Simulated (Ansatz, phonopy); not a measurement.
# Grüneisen parameters and expansion of SiBi (hypothetical, Fm-3m), part 2 of 2

Wanted: mode Grüneisen parameters of SiBi (hypothetical) and a free-energy fit over volumes. The crystal structure is hypothetical: it was made by swapping elements on a known structure type.

Ansatz 0.2.0; DFT PBEsol, scalar-relativistic, plane waves, PAW.

So far. Step 15 (A cell at another volume, V/V0 1.05): The run ends at a pressure of -3.01 GPa. Step 16 (Phonons, V/V0 1.05): No mode is imaginary beyond numerical noise at the solved wavevectors. The highest zone-centre mode (no LO–TO term) moved by -20.0 % for a volume change of +5.0 %.

**17. Mode Grüneisen parameters**

This step: DFT PBEsol, scalar-relativistic, plane waves, PAW (phonopy 4.10.0).

This step gave:

```
share of modes with a negative Grüneisen parameter : 0.007
```

Mean Grüneisen, by row:

| T (K) | heat-capacity-weighted mean | root mean square |
| --- | --- | --- |
| 50 | 1.713 | 1.972 |
| 100 | 2.002 | 2.25 |
| 200 | 2.089 | 2.319 |
| 300 | 2.104 | 2.331 |
| 500 | 2.112 | 2.336 |
| 800 | 2.115 | 2.338 |

Table of mean mode Grueneisen parameter by wavenumber:

| wavenumber (cm⁻¹) | mean mode Grueneisen parameter |
| --- | --- |
| 4.2 | - |
| 12.7 | 0.542 |
| 21.1 | 1.32 |
| 29.5 | 0.404 |
| 38.0 | 1.11 |
| 46.4 | 0.805 |
| 54.8 | 1.44 |
| 63.3 | 1.7 |
| 71.7 | 1.81 |
| 80.2 | 1.87 |
| 88.6 | 1.87 |
| 97.0 | 1.76 |
| 105.5 | - |
| 113.9 | - |
| 122.3 | 5.19 |
| 130.8 | 4.68 |
| 139.2 | 4.33 |
| 147.7 | 3.92 |
| 156.1 | 3.61 |
| 164.5 | 3.35 |
| 173.0 | 3.15 |
| 181.4 | 2.84 |
| 189.8 | 2.44 |
| 198.3 | 2.34 |
| 206.7 | 2.08 |
| 215.2 | 1.92 |
| 223.6 | 1.9 |
| 232.0 | 1.85 |
| 240.5 | 1.77 |
| 248.9 | 1.69 |

Volume series, by row:

| V/V0 | V (Å³/atom) | pressure (GPa) | E - E0 (meV/atom) | gap (eV) | zero-point energy (meV/atom) | lowest on the path (cm⁻¹) | highest at Gamma without the LO-TO term (cm⁻¹) |
| --- | --- | --- | --- | --- | --- | --- | --- |
| 0.97 | 23.64 | 2.246 | 5.009 | 0 | 24.92 | 0 | 155.2 |
| 0.985 | 24 | 1.077 | 1.224 | 0 | 24.09 | 0 | 147 |
| 1 | 24.37 | 0 | 0 | 0 | 23.26 | 0 | 138.8 |
| 1.015 | 24.73 | -0.991 | 1.135 | 0 | 22.43 | 0 | 130.6 |
| 1.03 | 25.1 | -1.904 | 4.442 | 0 | 21.61 | 0 | 122.3 |
| 1.05 | 25.58 | -3.006 | 11.94 | 0 | 20.49 | 0 | 111.1 |

Table of optical frequency at Gamma without the LO-TO term, mode 4 by V/V0:

| V/V0 | optical frequency at Gamma without the LO-TO term, mode 4 (cm⁻¹) |
| --- | --- |
| 0.9700 | 155 |
| 0.9850 | 147 |
| 1.0000 | 139 |
| 1.0150 | 131 |
| 1.0300 | 122 |
| 1.0500 | 111 |

Grüneisen at points, by row:

| point | branch | frequency (cm⁻¹) | mode Grüneisen parameter |
| --- | --- | --- | --- |
| Γ | 4 | 138.8 | 3.94 |
| X | 1 | 26.7 | -0.75 |
| X | 3 | 48.8 | -0.05 |
| X | 4 | 124.1 | 5.56 |
| X | 6 | 172.9 | 3.5 |
| U | 1 | 43.5 | 0.28 |
| U | 2 | 62.2 | 1.53 |
| U | 3 | 68.2 | 1.61 |
| U | 4 | 171.2 | 3.53 |
| U | 5 | 185.8 | 2.51 |
| U | 6 | 190 | 2.58 |
| K | 1 | 43.5 | 0.28 |
| K | 2 | 62.2 | 1.53 |
| K | 3 | 68.2 | 1.61 |
| K | 4 | 171.2 | 3.53 |
| K | 5 | 185.8 | 2.51 |
| K | 6 | 190 | 2.58 |
| L | 1 | 78.7 | 1.93 |
| L | 3 | 97.5 | 1.77 |
| L | 4 | 219.2 | 1.78 |
| L | 6 | 254.4 | 1.62 |
| W | 1 | 45.3 | 0.2 |
| W | 3 | 77.3 | 2.06 |
| W | 4 | 168.8 | 3.55 |
| W | 6 | 209.4 | 1.83 |

**18. Quasi-harmonic fit by phonopy**

Numbers from this step:

```yaml
volume_expansion_coefficient_at_300_k: 62.01 1e-6/K
isothermal_bulk_modulus_at_300_k: 59.26 GPa
c_p_at_300_k: 25.14 J/mol-atom/K
grueneisen_parameter_at_300_k: 2.279
```

The energy (each curve on its own zero) by volume; values in meV/atom:

| volume (Å³/atom) | static | F at 0 K | F at 300 K | F at 900 K |
| --- | --- | --- | --- | --- |
| 23.635 | 5.01 | 7.13 | 11.6 | 24.1 |
| 24.000 | 1.22 | 2.51 | 5.38 | 13.3 |
| 24.366 | 0 | 0.46 | 1.64 | 4.78 |
| 24.731 | 1.13 | 0.77 | 0.15 | -1.68 |
| 25.097 | 4.44 | 3.25 | 0.71 | -6.36 |
| 25.584 | 11.9 | 9.63 | 4.27 | -10.3 |

Phonopy-qha, vinet fit of F(V) at each temperature; no electronic free energy. Qha vinet, by row:

| T (K) | fitted volume (Å³/atom) | alpha_V (1e-6/K) | B_T (GPa) | C_P (J/mol-atom/K) | Grueneisen |
| --- | --- | --- | --- | --- | --- |
| 75 | 24.52 | 31.56 | 66.37 | 15.99 | 1.939 |
| 100 | 24.55 | 39.69 | 65.73 | 18.99 | 2.048 |
| 125 | 24.57 | 45.21 | 65.03 | 20.91 | 2.11 |
| 150 | 24.6 | 49.12 | 64.28 | 22.16 | 2.148 |
| 175 | 24.63 | 52.08 | 63.51 | 23.03 | 2.177 |
| 200 | 24.67 | 54.49 | 62.71 | 23.66 | 2.2 |
| 225 | 24.7 | 56.57 | 61.88 | 24.14 | 2.221 |
| 250 | 24.74 | 58.47 | 61.03 | 24.53 | 2.241 |
| 275 | 24.77 | 60.26 | 60.16 | 24.86 | 2.26 |
| 300 | 24.81 | 62.01 | 59.26 | 25.14 | 2.279 |
| 325 | 24.85 | 63.76 | 58.34 | 25.39 | 2.298 |
| 350 | 24.89 | 65.54 | 57.4 | 25.63 | 2.318 |
| 375 | 24.93 | 67.36 | 56.43 | 25.86 | 2.338 |
| 400 | 24.97 | 69.26 | 55.43 | 26.09 | 2.359 |
| 425 | 25.02 | 71.24 | 54.42 | 26.31 | 2.381 |
| 450 | 25.06 | 73.34 | 53.37 | 26.54 | 2.404 |
| 475 | 25.11 | 75.55 | 52.3 | 26.77 | 2.427 |
| 500 | 25.16 | 77.92 | 51.2 | 27.01 | 2.452 |
| 525 | 25.21 | 80.44 | 50.07 | 27.27 | 2.477 |
| 550 | 25.26 | 83.15 | 48.92 | 27.54 | 2.504 |
| 575 | 25.31 | 86.06 | 47.73 | 27.83 | 2.532 |

Table of volume expansion coefficient, phonopy-qha, Vinet by temperature:

| temperature (K) | volume expansion coefficient, phonopy-qha, Vinet (1e-6/K) |
| --- | --- |
| 75 | 31.6 |
| 100 | 39.7 |
| 125 | 45.2 |
| 150 | 49.1 |
| 175 | 52.1 |
| 200 | 54.5 |
| 225 | 56.6 |
| 250 | 58.5 |
| 275 | 60.3 |
| 300 | 62.0 |
| 325 | 63.8 |
| 350 | 65.5 |
| 375 | 67.4 |
| 400 | 69.3 |
| 425 | 71.2 |
| 450 | 73.3 |
| 475 | 75.5 |
| 500 | 77.9 |
| 525 | 80.4 |
| 550 | 83.2 |
| 575 | 86.1 |

The fit gives a volume expansion of 62.0 × 10⁻⁶/K at 300 K.

**19. Results**

| Property | Result |
| --- | --- |
| volume expansion coefficient at 300 K | 62.01 1e-6/K |
| isothermal bulk modulus at 300 K | 59.26 GPa |
| C_P at 300 K | 25.14 J/mol-atom/K |
| Grüneisen parameter at 300 K | 2.279 |
| mean mode Grüneisen parameter at 300 K | 2.10 |

**Reading.** Near room temperature SiBi (hypothetical) expands by 62.0 × 10⁻⁶/K in volume by PBEsol, with C_P = 25.1 J/(mol K) per mole of atoms and B_T = 59.3 GPa. The table stops at 575 K because beyond it the fitted volume comes within 1 % of the largest computed cell, where the fit loses its support. C_P at room temperature is 101 % of the classical 3R an atom. The fit leaves out the electrons' free energy, which adds to C_P and to the expansion of a metal at high temperature. The heat-capacity-weighted Grüneisen parameter goes from 1.71 at 50 K to 2.12 at 800 K. Weighting γ by the density of states and each mode's heat capacity at 300 K, modes below 80 cm⁻¹ give about 28 % of the sum of γC that drives the expansion, those up to 170 cm⁻¹ 33 % and the rest 39 %. Among the labelled points γ is largest for branch 4 at X (124 cm⁻¹, 5.6) and most negative for branch 1 at X (26.7 cm⁻¹, -0.75). The program warned that a few bands missed the eigensolver's threshold in at least one of the runs. The PAW files were made for PBE and are used here under another functional, for which the program regenerates the frozen cores.

[Logs are printed without paths, hosts, clocks, repeated set-up lines and the standing remarks that a program may print on its own settings, such as how far it seeks lower states.]

[Hosts, paths, dates, database ids (printed as entryN), source tags and the programs' standing remarks are cut or masked in the printed files.]

[A step with changed settings may run another functional than the one named; its input shows which.]


